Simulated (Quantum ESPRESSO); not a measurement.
# Near-edge structure at the Cu K edge of Cu (Copper, Fm-3m)

What does one-electron theory with a core hole give for the Cu K edge of Cu (Copper, Fm-3m)?

Main program and level: Quantum ESPRESSO 7.5; X-ray absorption near-edge structure, plane-wave PAW LDA, one-electron final states by a Lanczos continued fraction.

This is a report of a sequence of runs, with most program output left out.

**1. The starting structure**

Symmetry: Fm-3m, No. 225, cubic system. Conventional cell: a = 3.615 Å, b = 3.615 Å, c = 3.615 Å, α = 90.00°, β = 90.00°, γ = 90.00°. Nearest to Cu lie 12 Cu at 2.56 Å.

**2. The field without a hole**

A plain self-consistent run shows whether there is a gap, which decides the set-up of the core-hole run.

The PAW data sets are made with ld1.x, with reconstruction data.

scf.in

```
&control
   calculation='scf', prefix='x', pseudo_dir='../pp', outdir='tmp', tprnfor=.true.
/
&system
   ibrav=0, nat=1, ntyp=1, nbnd=10
   ecutwfc=61, ecutrho=340
   occupations='smearing', smearing='mv', degauss=0.015
/
&electrons
   conv_thr=1.0e-08, electron_maxstep=120
   mixing_beta=0.5
/
ATOMIC_SPECIES
Cu3 1.0 Cu.lda-dn-kjpaw.UPF
CELL_PARAMETERS angstrom
  0.00000000 1.80750000 1.80750000
  1.80750000 0.00000000 1.80750000
  1.80750000 1.80750000 0.00000000
ATOMIC_POSITIONS crystal
Cu3  0.00000000 0.00000000 0.00000000
K_POINTS automatic
13 13 13 0 0 0
```

Run with:

```bash
$ OMP_NUM_THREADS=1 mpirun --oversubscribe --bind-to none -np 8 pw.x -nk 8 -in scf.in > scf.out
```

It took 3 s on 8 MPI ranks of Arm Neoverse N1, shared host; peak memory 0.05 GiB; 23 s of CPU time.

Absorbing atoms carry a label of their own (element plus a letter or digit), as the spectrum program needs them as separate species.

The mesh shows no gap, so the system is treated as a metal and the core electron is put at the Fermi level (neutral cell).

**3. Spectrum without a core hole, Cu atom 1**

Without a hole the spectrum is the empty density of states of the right symmetry on the absorber, weighted by matrix elements. It needs only the small cell and serves as the baseline.

The absorber has 12 Cu at 2.56 Å (cuboctahedral, site symmetry m-3m).

xspectra.in

```
&input_xspectra
   calculation='xanes_dipole', edge='K'
   prefix='x', outdir='tmp', xiabs=1, xe0=12.3743
   xonly_plot=.false., x_save_file='xanes.sav'
   xniter=3000, xcheck_conv=20, xerror=0.005
   xcoordcrys=.false., xepsilon(1)=1, xepsilon(2)=0, xepsilon(3)=0
/
&plot
   xnepoint=212, xemin=-10, xemax=45, terminator=.true., cut_occ_states=.true.
   xgamma=0.78
/
&pseudos
   filecore='../Cu.wfc'
/
&cut_occ
   cut_desmooth=0.1, cut_stepl=0.05, cut_stepu=0.05, cut_ierror=1e-5
/
11 11 11 0 0 0
```

Run with:

```bash
$ OMP_NUM_THREADS=1 mpirun --oversubscribe --bind-to none -np 8 xspectra.x -nk 8 -in xspectra.in > xspectra.out
```

The job ended after 12 s (8 MPI ranks; peak memory 0.11 GiB; 94 s of CPU time).

The Cu K spectrum, Cu atom 1, no core hole (energy from the energy zero of the input (xe0, at the border of filled and empty states); intensity scaled to a mean of 1 over the first 20 eV; the points at xe0, where the cut of filled states can leave a spike, are interpolated):

```csv
E (eV),intensity
-2.0,0.08
-1.5,0.10
-1.0,0.14
-0.5,0.21
0.0,0.31
0.5,0.41
1.0,0.46
1.5,0.49
2.0,0.53
2.5,0.54
3.0,0.52
3.5,0.52
4.0,0.51
4.5,0.53
5.0,0.59
5.5,0.66
6.0,0.66
6.5,0.63
7.0,0.63
7.5,0.71
8.0,0.81
8.5,0.88
9.0,0.89
9.5,0.92
10.0,1.00
10.5,1.07
11.0,1.16
11.5,1.30
12.0,1.38
12.5,1.42
13.0,1.50
13.5,1.57
14.0,1.57
14.5,1.52
15.0,1.53
15.5,1.54
16.0,1.45
16.5,1.35
17.0,1.38
17.5,1.38
18.0,1.30
18.5,1.23
19.0,1.23
19.5,1.30
20.0,1.32
20.5,1.39
21.0,1.51
21.5,1.69
22.0,1.84
22.5,1.84
23.0,1.76
23.5,1.70
24.0,1.61
24.5,1.42
25.0,1.42
25.5,1.59
26.0,1.65
26.5,1.57
27.0,1.47
27.5,1.27
28.0,1.04
28.5,0.98
29.0,1.09
29.5,1.23
30.0,1.33
30.5,1.27
31.0,1.19
31.5,1.16
32.0,1.14
```

Main maxima below 30 eV (height): 5.6 eV (0.67), 13.7 eV (1.58), 15.3 eV (1.55), 17.4 eV (1.39), 22.3 eV (1.85) and 26.0 eV (1.65). A K edge sees empty p states on the absorber.

**4. Supercell without a hole, the energy reference**

The photon energy needs a difference of total energies, so the cell and mesh of the coming hole run are first run without a hole.

scf.in

```
&control
   calculation='scf', prefix='x', pseudo_dir='../pp', outdir='tmp', tprnfor=.true.
/
&system
   ibrav=0, nat=13, ntyp=1, nbnd=89
   ecutwfc=61, ecutrho=340
   occupations='smearing', smearing='mv', degauss=0.015
/
&electrons
   conv_thr=1.3e-07, electron_maxstep=120
   mixing_beta=0.5
/
ATOMIC_SPECIES
Cu 1.0 Cu.lda-dn-kjpaw.UPF
CELL_PARAMETERS angstrom
  -1.80750000 5.42250000 0.00000000
  5.42250000 0.00000000 1.80750000
  0.00000000 -1.80750000 -5.42250000
ATOMIC_POSITIONS crystal
Cu   0.00000000 0.00000000 0.00000000
Cu   0.38461538 0.46153846 0.15384615
Cu   0.15384615 0.38461538 0.46153846
Cu   0.46153846 0.15384615 0.38461538
Cu   0.76923077 0.92307692 0.30769231
Cu   0.23076923 0.07692308 0.69230769
Cu   0.53846154 0.84615385 0.61538462
Cu   0.07692308 0.69230769 0.23076923
Cu   0.84615385 0.61538462 0.53846154
Cu   0.69230769 0.23076923 0.07692308
Cu   0.30769231 0.76923077 0.92307692
Cu   0.61538462 0.53846154 0.84615385
Cu   0.92307692 0.30769231 0.76923077
K_POINTS automatic
5 5 5 0 0 0
```

Run with:

```bash
$ OMP_NUM_THREADS=1 mpirun --oversubscribe --bind-to none -np 8 pw.x -nk 8 -in scf.in > scf.out
```

Wall time 5.7 min (8 MPI ranks); peak memory 0.31 GiB.

Reference energy: -584544.767 eV with the cores included.

**5. The atom with a core hole**

The frozen core must hold the hole, so the absorber gets a data set of its own.

Cu.lda-dn-kjpaw-1sch.ld1.in

```
&input
   title='Cu', zed=29., rel=1, iswitch=3, dft='PZ',
   config='1s1 2s2 2p6 3s2 3p6 4s2 4p0 3d10'
/
&inputp
   file_pseudopw='Cu.lda-dn-kjpaw-1sch.UPF', author='',
   lpaw=.true.,
   pseudotype=3,
   lloc=-1,
   rcloc=1.9,
   which_augfun='PSQ',
   rmatch_augfun_nc=.true.,
   nlcc=.true.,
   new_core_ps=.true.,
   rcore=1.0,
   tm=.true.,
   zval=12,
   lgipaw_reconstruction=.true., use_paw_as_gipaw=.true.
/
6
4S  1  0  2.00  0.00  1.17  2.10  0.0
4S  1  0  0.00  6.10  1.17  2.10  0.0
4P  2  1  0.00  0.00  1.17  2.10  0.0
4P  2  1  0.00  6.30  1.17  2.10  0.0
3D  3  2  10.00  0.00  1.17  1.80  0.0
3D  3  2  0.00  -0.20  1.17  1.80  0.0
```

Run with:

```bash
$ ld1.x < Cu.lda-dn-kjpaw-1sch.ld1.in > Cu.lda-dn-kjpaw-1sch.ld1.out
```

It took 0.81 s on 1 MPI rank; peak memory 0.13 GiB.

Removing the core electron and adding it to the valence shell costs the free atom 8992.5 eV.

**6. Supercell with XCH, Cu atom 1**

The holes are 5.7 Å apart. The excited electron is kept in the cell, where it fills the lowest empty states and screens the hole.

scf.in, as its differences from that of step 4:

```diff
@@ -4,3 +4,3 @@
 &system
-   ibrav=0, nat=13, ntyp=1, nbnd=89
+   ibrav=0, nat=13, ntyp=2, nbnd=89
    ecutwfc=61, ecutrho=340
@@ -13,2 +13,3 @@
 ATOMIC_SPECIES
+Cu0 1.0 Cu.lda-dn-kjpaw-1sch.UPF
 Cu 1.0 Cu.lda-dn-kjpaw.UPF
@@ -19,3 +20,3 @@
 ATOMIC_POSITIONS crystal
-Cu   0.00000000 0.00000000 0.00000000
+Cu0  0.00000000 0.00000000 0.00000000
 Cu   0.38461538 0.46153846 0.15384615
```

Run with:

```bash
$ OMP_NUM_THREADS=1 mpirun --oversubscribe --bind-to none -np 8 pw.x -nk 8 -in scf.in > scf.out
```

Wall time 7.1 min (8 MPI ranks); peak memory 0.31 GiB.

Energy with the hole: -575549.281 eV, cores included.

**7. Spectrum with XCH, Cu atom 1**

The Lanczos recursion gives the spectrum without computing empty bands; each polarisation needs a run of its own on the full k mesh. xe0 is set between filled and empty states, and states below it are cut, here at the Fermi level, which holds the excited electron. The file of filecore holds the core orbital, taken from the hole-free data set.

xspectra.in, as its differences from that of step 3:

```diff
@@ -2,3 +2,3 @@
    calculation='xanes_dipole', edge='K'
-   prefix='x', outdir='tmp', xiabs=1, xe0=12.3743
+   prefix='x', outdir='tmp', xiabs=1, xe0=12.4869
    xonly_plot=.false., x_save_file='xanes.sav'
@@ -17,2 +17,2 @@
 /
-11 11 11 0 0 0
+5 5 5 0 0 0
```

Run with:

```bash
$ OMP_NUM_THREADS=1 mpirun --oversubscribe --bind-to none -np 8 xspectra.x -nk 8 -in xspectra.in > xspectra.out
```

Wall time 2.2 min (8 MPI ranks); peak memory 0.15 GiB; 18 min of CPU time.

The Cu K spectrum, Cu atom 1, excited-electron core hole (neutral cell) (energy from the energy zero of the input (xe0, at the border of filled and empty states); intensity scaled to a mean of 1 over the first 20 eV; the points at xe0, where the cut of filled states can leave a spike, are interpolated):

```csv
E (eV),intensity
-2.0,0.09
-1.5,0.11
-1.0,0.15
-0.5,0.22
0.0,0.32
0.5,0.42
1.0,0.49
1.5,0.54
2.0,0.55
2.5,0.53
3.0,0.53
3.5,0.53
4.0,0.56
4.5,0.59
5.0,0.61
5.5,0.66
6.0,0.70
6.5,0.73
7.0,0.74
7.5,0.77
8.0,0.85
8.5,0.96
9.0,1.06
9.5,1.09
10.0,1.08
10.5,1.14
11.0,1.28
11.5,1.43
12.0,1.51
12.5,1.52
13.0,1.46
13.5,1.41
14.0,1.42
14.5,1.45
15.0,1.45
15.5,1.39
16.0,1.31
16.5,1.21
17.0,1.13
17.5,1.13
18.0,1.19
18.5,1.21
19.0,1.21
19.5,1.24
20.0,1.27
20.5,1.33
21.0,1.44
21.5,1.54
22.0,1.58
22.5,1.57
23.0,1.52
23.5,1.42
24.0,1.38
24.5,1.33
25.0,1.24
25.5,1.19
26.0,1.18
26.5,1.19
27.0,1.17
27.5,1.10
28.0,1.05
28.5,1.01
29.0,0.99
29.5,0.99
30.0,0.99
30.5,1.01
31.0,1.03
31.5,1.04
32.0,1.07
```

Main maxima below 30 eV (height): 12.4 eV (1.53), 14.8 eV (1.46) and 22.1 eV (1.58). 

The total-energy difference is 8995.49 eV. One term is added: -29.79 eV, since the hole is spin-paired here and a spin-polarised one costs that much less in the free atom (computed apart). The photon energy is then 8965.70 eV. The tabulated edge of the element is 8979 eV. The functional leaves an error in such absolute values: in the free atom LDA prices this hole 18.3 eV below PBE (computed apart), and PBE is itself good to a few eV.

**8. Quadrupole spectrum with XCH, Cu atom 1**

Pre-edge features of transition metals can come from s→d transitions, which the dipole operator misses, so the quadrupole term is computed on the same field.

Changed against the first core-hole run: operator from dipole to quadrupole.

xspectra.in

```
&input_xspectra
   calculation='xanes_quadrupole', edge='K'
   prefix='x', outdir='tmp', xiabs=1, xe0=12.4869
   xonly_plot=.false., x_save_file='xanes.sav'
   xniter=3000, xcheck_conv=20, xerror=0.005
   xcoordcrys=.false., xepsilon(1)=1, xepsilon(2)=0, xepsilon(3)=0
   xkvec(1)=0, xkvec(2)=1, xkvec(3)=0
/
&plot
   xnepoint=116, xemin=-8, xemax=22, terminator=.true., cut_occ_states=.true.
   xgamma=0.78
/
&pseudos
   filecore='../Cu.wfc'
/
&cut_occ
   cut_desmooth=0.1, cut_stepl=0.05, cut_stepu=0.05, cut_ierror=1e-5
/
5 5 5 0 0 0
```

The job ended after 1.9 min (8 MPI ranks; peak memory 0.15 GiB).

Dipole and quadrupole parts on one scale (eps x, k y):

| E (eV) | dipole | quadrupole × 20 |
| --- | --- | --- |
| -3.0 | 0.06 | 0.00 |
| -2.0 | 0.09 | 0.00 |
| -1.0 | 0.15 | 0.01 |
| 0.0 | 0.32 | 0.03 |
| 1.0 | 0.49 | 0.02 |
| 2.0 | 0.55 | 0.02 |
| 3.0 | 0.53 | 0.03 |
| 4.0 | 0.56 | 0.04 |
| 5.0 | 0.61 | 0.04 |
| 6.0 | 0.70 | 0.03 |
| 7.0 | 0.74 | 0.03 |
| 8.0 | 0.85 | 0.03 |
| 9.0 | 1.06 | 0.03 |
| 10.0 | 1.08 | 0.03 |
| 11.0 | 1.28 | 0.03 |
| 12.0 | 1.51 | 0.03 |
| 13.0 | 1.46 | 0.03 |
| 14.0 | 1.42 | 0.03 |
| 15.0 | 1.45 | 0.03 |
| 16.0 | 1.31 | 0.03 |
| 17.0 | 1.13 | 0.03 |
| 18.0 | 1.19 | 0.04 |
| 19.0 | 1.21 | 0.04 |
| 20.0 | 1.27 | 0.04 |
| 21.0 | 1.44 | 0.04 |
| 22.0 | 1.58 | 0.04 |

**9. Spectrum with XCH, other settings, Cu atom 1**

Another set-up is tried: limit of Lanczos steps from 3000 to low.

xspectra.in

```
&input_xspectra
   calculation='xanes_dipole', edge='K'
   prefix='x', outdir='tmp', xiabs=1, xe0=12.4869
   xonly_plot=.false., x_save_file='xanes.sav'
   xniter=40, xcheck_conv=20, xerror=0.005
   xcoordcrys=.false., xepsilon(1)=1, xepsilon(2)=0, xepsilon(3)=0
/
&plot
   xnepoint=212, xemin=-10, xemax=45, terminator=.true., cut_occ_states=.true.
   xgamma=0.78
/
&pseudos
   filecore='../Cu.wfc'
/
&cut_occ
   cut_desmooth=0.1, cut_stepl=0.05, cut_stepu=0.05, cut_ierror=1e-5
/
3 3 3 0 0 0
```

Wall time 9 s (8 MPI ranks); peak memory 0.15 GiB.

The run stopped without converging, so none of its numbers is a property of the system.

The fault put into the input: too few Lanczos steps.

The first core-hole run, which has the sound setting, is the one that is kept.

**10. Reference energy of the supercell**

The cell and mesh change for the next run, so it gets a reference energy of its own.

scf.in

```
&control
   calculation='scf', prefix='x', pseudo_dir='../pp', outdir='tmp', tprnfor=.true.
/
&system
   ibrav=0, nat=4, ntyp=1, nbnd=27
   ecutwfc=61, ecutrho=340
   occupations='smearing', smearing='mv', degauss=0.015
/
&electrons
   conv_thr=4.0e-08, electron_maxstep=120
   mixing_beta=0.5
/
ATOMIC_SPECIES
Cu 1.0 Cu.lda-dn-kjpaw.UPF
CELL_PARAMETERS angstrom
  0.00000000 -3.61500000 0.00000000
  -3.61500000 0.00000000 0.00000000
  0.00000000 0.00000000 -3.61500000
ATOMIC_POSITIONS crystal
Cu   0.00000000 0.00000000 0.00000000
Cu   0.50000000 0.00000000 0.50000000
Cu   0.00000000 0.50000000 0.50000000
Cu   0.50000000 0.50000000 0.00000000
K_POINTS automatic
7 7 7 0 0 0
```

Run with:

```bash
$ OMP_NUM_THREADS=1 mpirun --oversubscribe --bind-to none -np 8 pw.x -nk 8 -in scf.in > scf.out
```

Wall time 8.4 s (8 MPI ranks); peak memory 0.08 GiB; 66 s of CPU time.

**11. Supercell with XCH, Cu atom 1**

A smaller cell brings the holes closer; here they are 3.6 Å apart.

Changed against the first core-hole run: supercell atoms from 13 to 4.

scf.in, as its differences from that of step 10:

```diff
@@ -4,3 +4,3 @@
 &system
-   ibrav=0, nat=4, ntyp=1, nbnd=27
+   ibrav=0, nat=4, ntyp=2, nbnd=28
    ecutwfc=61, ecutrho=340
@@ -13,2 +13,3 @@
 ATOMIC_SPECIES
+Cu0 1.0 Cu.lda-dn-kjpaw-1sch.UPF
 Cu 1.0 Cu.lda-dn-kjpaw.UPF
@@ -19,3 +20,3 @@
 ATOMIC_POSITIONS crystal
-Cu   0.00000000 0.00000000 0.00000000
+Cu0  0.00000000 0.00000000 0.00000000
 Cu   0.50000000 0.00000000 0.50000000
```

Run time: 9.6 s. Hardware: 8 MPI ranks; peak memory 0.08 GiB.

**12. Spectrum with XCH, Cu atom 1**

Changed against the first core-hole run: supercell atoms from 13 to 4.

xspectra.in

```
&input_xspectra
   calculation='xanes_dipole', edge='K'
   prefix='x', outdir='tmp', xiabs=1, xe0=12.9806
   xonly_plot=.false., x_save_file='xanes.sav'
   xniter=3000, xcheck_conv=20, xerror=0.005
   xcoordcrys=.false., xepsilon(1)=1, xepsilon(2)=0, xepsilon(3)=0
/
&plot
   xnepoint=212, xemin=-10, xemax=45, terminator=.true., cut_occ_states=.true.
   xgamma=0.78
/
&pseudos
   filecore='../Cu.wfc'
/
&cut_occ
   cut_desmooth=0.1, cut_stepl=0.05, cut_stepu=0.05, cut_ierror=1e-5
/
7 7 7 0 0 0
```

Run with:

```bash
$ OMP_NUM_THREADS=1 mpirun --oversubscribe --bind-to none -np 8 xspectra.x -nk 8 -in xspectra.in > xspectra.out
```

The job ended after 31 s (8 MPI ranks; peak memory 0.08 GiB; 4.1 min of CPU time).

These settings depart from the first run's and aren't meant as converged.

The scaled spectrum changes by 8 % r.m.s. The highest intensity below 24 eV goes from 22.1 eV (1.58) to 21.3 eV (1.74).

```csv
E (eV),first run,this run
-2.0,0.09,0.08
-0.5,0.22,0.21
1.0,0.49,0.47
2.5,0.53,0.54
4.0,0.56,0.61
5.5,0.66,0.62
7.0,0.74,0.70
8.5,0.96,1.02
10.0,1.08,1.13
11.5,1.43,1.41
13.0,1.46,1.55
14.5,1.45,1.39
16.0,1.31,1.26
17.5,1.13,1.29
19.0,1.21,1.09
20.5,1.33,1.54
22.0,1.58,1.46
23.5,1.42,1.38
25.0,1.24,1.25
26.5,1.19,1.27
28.0,1.05,0.89
29.5,0.99,1.01
31.0,1.03,1.14
```

**13. With and without the hole**

Both curves are counted from their own zero, so only the shift of weight within the empty states shows.

```
E (eV)  no hole   XCH
  -2.0     0.08  0.09
  -1.0     0.14  0.15
   0.0     0.31  0.32
   1.0     0.46  0.49
   2.0     0.53  0.55
   3.0     0.52  0.53
   4.0     0.51  0.56
   5.0     0.59  0.61
   6.0     0.66  0.70
   7.0     0.63  0.74
   8.0     0.81  0.85
   9.0     0.89  1.06
  10.0     1.00  1.08
  11.0     1.16  1.28
  12.0     1.38  1.51
  13.0     1.50  1.46
  14.0     1.57  1.42
  15.0     1.53  1.45
  16.0     1.45  1.31
  17.0     1.38  1.13
  18.0     1.30  1.19
  19.0     1.23  1.21
  20.0     1.32  1.27
  21.0     1.51  1.44
  22.0     1.84  1.58
  23.0     1.76  1.52
  24.0     1.61  1.38
  25.0     1.42  1.24
  26.0     1.65  1.18
  27.0     1.47  1.17
  28.0     1.04  1.05
  29.0     1.09  0.99
  30.0     1.33  0.99
  31.0     1.19  1.03
  32.0     1.14  1.07
```

With each curve scaled to its own mean, the area from −2 to 6 eV with the hole is 3.6 against 3.4, and the centre of weight from −1 to 20 eV moves by -0.3 eV (first and strongest maxima below 20 eV: 5.6 eV (0.67), 13.7 eV (1.58), 15.3 eV (1.55) and 17.4 eV (1.39) without the hole, 12.4 eV (1.53) and 14.8 eV (1.46) with it), a small effect on these measures.

**14. Runs not followed above**

These runs aren't followed: redraws of a spectrum that repeat one shown, runs with a planted fault or a state judged unsound, or a program's part that gave no sound spectrum.

| program | step | status | elapsed |
| --- | --- | --- | --- |
| Quantum ESPRESSO | no core hole, redrawn | converged | 8.4 s |
| Quantum ESPRESSO | spectrum with XCH, redrawn | converged | 1.6 s |
| Quantum ESPRESSO | spectrum with XCH, redrawn | converged | 1.6 s |
| Quantum ESPRESSO | spectrum with XCH, other settings | converged | 35 s |

**15. Outcome**

| Property | Result |
| --- | --- |
| absorber and edge | Cu K, atom 1 of the ground-state input (counted from 1) |
| surroundings | 12 Cu at 2.56 Å (cuboctahedral, site symmetry m-3m) |
| highest intensity below 24 eV | 22.1 eV above the zero, height 1.58 |
| photon energy of the zero, with the added terms | 8965.7 eV (raw 8995.5 eV; LDA puts this hole about 18 eV below PBE, itself good to a few eV) |

In words: The Cu K edge of atom 1, with 12 Cu at 2.56 Å (cuboctahedral, site symmetry m-3m), has its highest intensity of the first 24 eV at 22.1 eV above the zero, near 8988 eV in photon energy (LDA puts this hole about 18 eV below PBE, itself good to a few eV), 1.6 times the mean level of the first 20 eV (Lorentzian half width 0.78 eV). With each curve scaled to its own mean, the area from −2 to 6 eV with the hole is 3.6 against 3.4, and the centre of weight from −1 to 20 eV moves by -0.3 eV (first and strongest maxima below 20 eV: 5.6 eV (0.67), 13.7 eV (1.58), 15.3 eV (1.55) and 17.4 eV (1.39) without the hole, 12.4 eV (1.53) and 14.8 eV (1.46) with it), a small effect on these measures. The quadrupole part peaks at 19.4 eV with 0.2 % of the dipole spectrum's mean level. A cell with holes 3.6 Å apart changes the curve by 8 % r.m.s. (7 % after the best shift). XSpectra leaves a spike where filled states are cut (about half a line width round xe0); it is interpolated away in tables and plots. The holes are only 5.7 Å apart, so the shape is probably not converged with cell size; no larger cell was run here. Lifetime broadening is put in by hand, and intensities beyond about 20 eV depend on it and on the partial waves. The structure is a published determination, not relaxed.

[Logs are printed without paths, hosts, clocks, repeated set-up lines and the standing remarks that a program may print on its own settings, such as how far it seeks lower states.]

[Hosts, paths, dates, database ids (printed as entryN), source tags and the programs' standing remarks are cut or masked in the printed files.]

[Lists of maxima count a maximum above −3 eV only where it reaches 4 % of the highest in the window and stands out from its surroundings by 2 % of it (1.5 % where it reaches 55 %); shoulders and weaker maxima are passed over, and of the rest the first, up to two pre-edge ones and the few strongest are named.]
